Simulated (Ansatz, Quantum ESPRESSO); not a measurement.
# SnAs (Fm-3m): phonons and their coupling to the electrons, part 2 of 2

How strong is the electron-phonon coupling in SnAs (Fm-3m)?

Quantum ESPRESSO 7.5; DFT PBEsol, scalar-relativistic, plane waves, GBRV ultrasoft pseudopotentials.

So far. Step 7 (Linear response on the mesh): The acoustic modes at Γ come out as far as 11.2 cm⁻¹ from zero, where they should vanish, a sizeable error of basis and grid or of the response kernel of this functional. Step 9 (Interpolated phonon bands): All branches are real along the path. The relaxed cell has a = 5.714 Å (conventional setting).

The database entry behind the starting cell differs from later determinations by our own check (an axis about 0.7 % short against later determinations), so it need not match the best structure at ambient conditions.

## (10) Sums over the zone

Sums over the zone need many more wavevectors than were solved, so the interpolation is sampled on a dense mesh.

matdyn.in

```
&input
   asr = 'crystal'
   flfrc = 'x.fc'
   dos = .true.
   fldos = 'x.dos'
   nk1 = 14
   nk2 = 14
   nk3 = 14
   deltaE = 0.3
   la2F = .true.
/
```

Launch:

```sh
> matdyn.x -in matdyn.in > matdyn.out
```

It took 30 s on 1 thread of Intel Xeon at 2.70GHz, shared host.

Read from the output:

| Quantity | Value |
| --- | --- |
| share of modes beyond 3i cm⁻¹ on the dense interpolated mesh | 0 |
| electron-phonon coupling constant | 0.495 |
| logarithmic mean frequency weighted by the coupling | 169.2 K |
| zero-point energy per atom | 20.65 meV |
| heat capacity at 300 K | 24.31 J/(mol atoms K) |
| vibrational entropy at 300 K | 42.47 J/(mol atoms K) |

The phonon density of states has structure finer than the step of the table below, so its rows give means over 5 cm⁻¹, whole bins alone (the curve runs from 0 to 164 cm⁻¹). Peaks (cm⁻¹: height): total 57.6: 0.0626, 140.4: 0.193, 144.9: 0.146, 148.5: 0.164; As 140.4: 0.160, 144.9: 0.107, 148.5: 0.128; Sn 57.6: 0.0478, 101.7: 0.0364, 117.0: 0.0298, 140.4: 0.0332, 144.9: 0.0383, 148.5: 0.0360.

Tetrahedra. Phonon density of states against wavenumber; means over each step; values in 1/cm⁻¹/cell:

```
wavenumber (cm⁻¹)    total       As       Sn
                5   2.2e-5   8.4e-6   1.5e-5
               10   8.7e-5   3.3e-5   5.2e-5
               15   3.1e-4   1.2e-4   1.9e-4
               20  0.00104   4.0e-4   6.4e-4
               25  0.00165   6.3e-4  0.00102
               30  0.00251   9.4e-4  0.00157
               35  0.00442  0.00160  0.00283
               40  0.00760  0.00247  0.00513
               45   0.0199  0.00550   0.0144
               50   0.0260  0.00692   0.0191
               55   0.0435   0.0107   0.0328
               60   0.0542   0.0128   0.0414
               65   0.0414  0.00978   0.0316
               70   0.0360  0.00841   0.0276
               75   0.0337  0.00767   0.0260
               80   0.0330  0.00719   0.0258
               85   0.0327  0.00670   0.0260
               90   0.0333  0.00625   0.0271
               95   0.0375  0.00719   0.0303
              100   0.0423  0.00848   0.0338
              105   0.0340  0.00860   0.0254
              110   0.0311   0.0105   0.0206
              115   0.0410   0.0135   0.0276
              120   0.0423   0.0167   0.0256
              125   0.0455   0.0228   0.0227
              130   0.0691   0.0449   0.0242
              135   0.0981   0.0751   0.0230
              140    0.156    0.127   0.0293
              145    0.118   0.0891   0.0284
              150   0.0848   0.0649   0.0199
              155   0.0218   0.0172  0.00459
              160  0.00796  0.00641  0.00155
```

Harmonic thermodynamic functions per atom, summed over the density of states scaled to three modes an atom; melting is ignored. Thermodynamic functions:

```
T (K)  F_vib (meV/atom)  S (J/mol-atom/K)  C_V (J/mol-atom/K)
    0             20.65                 0                   0
   50             19.69             6.147               11.74
  100             13.49             17.42               20.03
  200            -13.21             32.75               23.55
  300             -52.5             42.47               24.31
  400            -100.3             49.51               24.59
  500            -154.6             55.01               24.71
  600              -214             59.52               24.78
  700            -277.7             63.34               24.82
  800            -345.1             66.66               24.85
  900            -415.8             69.59               24.87
 1000            -489.3             72.21               24.89
```

λ by broadening:

```
broadening (Ry)  lambda  N(E_F) (states/spin/Ry/cell)  ω_log (K)
          0.005  0.6676                         4.225      177.4
           0.01  0.5391                         4.085      172.9
          0.015  0.4982                         4.207      170.4
           0.02   0.495                         4.346      169.2
          0.025  0.5047                         4.503      168.6
           0.03  0.5181                         4.676      168.3
          0.035  0.5316                         4.851      168.2
           0.04  0.5441                         5.011        168
          0.045  0.5556                         5.151      167.7
           0.05  0.5662                         5.266      167.4
```

The alpha^2 F has structure finer than the step of the table below, so its rows give means over 1 meV, whole bins alone (the curve runs from 0.019 to 20.3 meV). Peaks (meV: height): 17.3: 1.11, 17.9: 1.14, 18.4: 1.42.

Gaussian broadening 0.02 Ry. Table of alpha^2 F by phonon energy; means over each step:

```
phonon energy (meV)  alpha^2 F
                  1          0
                  2    -4.9e-4
                  3   -0.00230
                  4   -0.00545
                  5   -0.00396
                  6     0.0250
                  7     0.0779
                  8     0.0830
                  9     0.0773
                 10     0.0795
                 11     0.0818
                 12      0.113
                 13      0.154
                 14      0.219
                 15      0.272
                 16      0.477
                 17      0.859
                 18      0.908
                 19      0.262
```

At 300 K the heat capacity has reached 97 % of the Dulong-Petit value.

## (11) The same in Ansatz

The same cell goes through another code, with its own cutoff. The potentials differ. Its k mesh is centred on Γ.

This step: DFT PBEsol, scalar-relativistic, plane waves, PseudoDojo norm-conserving pseudopotentials (Ansatz 0.2.0).

input.yaml

```yaml
crystal:
  lattice:
    - [0.0, 2.856854462, 2.856854462]
    - [2.856854462, 0.0, 2.856854462]
    - [2.856854462, 2.856854462, 0.0]
  atoms:
    - { symbol: Sn, position: [0.0, 0.0, 0.0] }
    - { symbol: As, position: [0.5, 0.5, 0.5] }
kpoints:
  mp_grid: { grid: [12, 12, 12] }
hamiltonian:
  xc: pbesol
  pseudopotentials: { kind: nc, accuracy: standard }
scf:
  occupations: { method: cold, width: 0.27211 }
output:
  eigenvalues: true
phonons:
  method: dfpt
  qmesh: [4, 4, 4]
  temperatures: { t_max: 1000, t_step: 50 }
  qpath:
    path:
      - [[0.0, 0.0, 0.0], [0.5, 0.0, 0.5], [0.625, 0.25, 0.625]]
      - [[0.375, 0.375, 0.75], [0.0, 0.0, 0.0], [0.5, 0.5, 0.5], [0.5, 0.25, 0.75], [0.5, 0.0, 0.5]]
    npoints: 12
  electrical_resistivity: { temperatures: [77, 300], mesh: [24, 24, 24] }
```

Launch:

```sh
> ansatz run input.yaml --threads 8 --pin off --max-ram 16384MiB --backend cpu --events-out ev --progress --plain --runs-dir out
```

It took 17 min on 8 threads; peak memory 11 GiB.

Numbers from this step:

```yaml
sum_rule_residual_before_enforcement: 1.45e-4 eV/Å²
mean_frequency: 111.6 cm⁻¹
debye_temperature_second_moment: 217 K
logarithmic_mean_frequency: 105 cm⁻¹
electron_phonon_coupling_constant: 0.4623
logarithmic_mean_frequency_weighted_by_the_coupling: 160.7 K
highest_optical_zone_centre_mode_no_lo_to_term: 93.91 cm⁻¹
lowest_optical_zone_centre_mode: 93.91 cm⁻¹
lowest_mode_on_the_q_mesh_acoustic_ones_at_the_zone_centre_apart: 40.75 cm⁻¹
zero_point_energy_per_atom: 20.74 meV
heat_capacity_at_300_k: 24.30 J/(mol atoms K)
vibrational_entropy_at_300_k: 42.37 J/(mol atoms K)
```

The alpha^2 F has structure finer than the step of the table below, so its rows give means over 0.5 meV, whole bins alone (the curve runs from 0.039 to 20.0 meV). Peaks (meV: height): 17.01: 1.01, 18.18: 1.16.

Alpha^2 F against phonon energy; means over each step:

```
phonon energy (meV)  alpha^2 F
                1.0     6.6e-5
                1.5     5.1e-4
                2.0    0.00105
                2.5    0.00176
                3.0    0.00261
                3.5    0.00332
                4.0    0.00414
                4.5    0.00517
                5.0    0.00688
                5.5     0.0187
                6.0     0.0299
                6.5     0.0373
                7.0     0.0457
                7.5     0.0615
                8.0     0.0771
                8.5     0.0735
                9.0     0.0739
                9.5     0.0738
               10.0     0.0735
               10.5     0.0734
               11.0     0.0739
               11.5     0.0736
               12.0     0.0976
               12.5      0.153
               13.0      0.195
               13.5      0.206
               14.0      0.253
               14.5      0.277
               15.0      0.317
               15.5      0.392
               16.0      0.397
               16.5      0.474
               17.0      0.824
               17.5      0.683
               18.0      0.845
               18.5      0.589
               19.0      0.157
               19.5     0.0386
```

## (12) The two compared: QE GBRV and Ansatz, PseudoDojo

Numbers from this step:

```
root-mean-square difference             : 0.78 cm⁻¹
largest difference                      : 1.41 cm⁻¹
root-mean-square difference on the path : 0.8 cm⁻¹
largest difference on the path          : 1.4 cm⁻¹
```

The 12 of 48 modes that differ most. Frequencies side by side:

```
q (reciprocal lattice)  mode  QE GBRV (cm⁻¹)  Ansatz, PseudoDojo (cm⁻¹)
                 0 0 0     1          -11.23                          0
                 0 0 0     2          -11.23                          0
                 0 0 0     3          -11.23                          0
                 0 0 0     4           92.65                      93.91
                 0 0 0     5           92.65                      93.91
                 0 0 0     6           92.65                      93.91
           0 0.25 0.25     1           39.46                      40.75
           0 0.25 0.25     2           39.46                      40.75
           0 -0.5 -0.5     1           42.15                      43.56
           0 -0.5 -0.5     2           42.15                      43.56
           0 -0.5 -0.5     3           61.51                      62.69
       0.25 -0.5 -0.25     1           58.14                      59.23
```

The two runs side by side. Further quantities:

```
 quantity  QE GBRV  Ansatz, PseudoDojo
        λ    0.495               0.462
ω_log (K)    169.2               160.7
```

The interpolated bands of the two lie on top of each other.

At the solved wavevectors the largest difference (acoustic modes at Γ apart) is 0.9 % of the highest mode, but 3 % of the mode at 42 cm⁻¹ on which it sits; λ differs by 7.1 %.

## (13) Summary of results

| Property | Result |
| --- | --- |
| space group after relaxation | Fm-3m |
| volume per atom | 23.3 Å³ |
| highest optical zone-centre mode (no LO-TO term) | 92.7 cm⁻¹ |
| q mesh | 4×4×4 |
| lowest mode on the q mesh (acoustic ones at the zone centre apart) | 39.5 cm⁻¹ |
| zero-point energy per atom | 20.6 meV |
| heat capacity at 300 K | 24.3 J/(mol atoms K) |
| vibrational entropy at 300 K | 42.5 J/(mol atoms K) |
| coupling constant for broadenings of 0.01 to 0.04 Ry | 0.49 to 0.54 |
| logarithmic mean frequency over the same range | 168 to 173 K |
| imaginary modes on the q mesh | none |
| largest difference from Ansatz, PseudoDojo | 1.41 cm⁻¹ |

What this shows: λ is about 0.52 and holds within 15 % over the middle broadenings, a moderate coupling. λ is 0.49 by Gaussian broadening on the dense mesh and 0.46 by Ansatz's sums without a broadening; neither is converged in the meshes. SnAs (Fm-3m) is dynamically stable on the 4×4×4 mesh; its spectrum reaches 164 cm⁻¹. At the PBEsol level the optical modes of SnAs (Fm-3m) at the zone centre lie at 93 cm⁻¹. QE GBRV and Ansatz, PseudoDojo differ by 0.8 cm⁻¹ in the root mean square and by 1.4 cm⁻¹ at most, 0.9 % of the highest mode compared (acoustic modes at Γ left out; ph.x's values are those before the sum rule); the two use different potentials, and the cell was not relaxed for the second set. These are harmonic frequencies at zero temperature: anharmonic shifts and linewidths and thermal expansion are left out. In a metal the frequencies hang on the k mesh and the smearing, most of all near Kohn anomalies. The runs are without spin polarisation, although the cell has an odd electron count or an open d or f shell, so a magnetic state was not tested.

[Host names and launcher messages were left out of these logs when they were recorded.]

[Logs are printed without paths, hosts, clocks, repeated set-up lines and the standing remarks that a program may print on its own settings, such as how far it seeks lower states.]

[Hosts, paths, dates, database ids (printed as entryN), source tags and the programs' standing remarks are cut or masked in the printed files.]
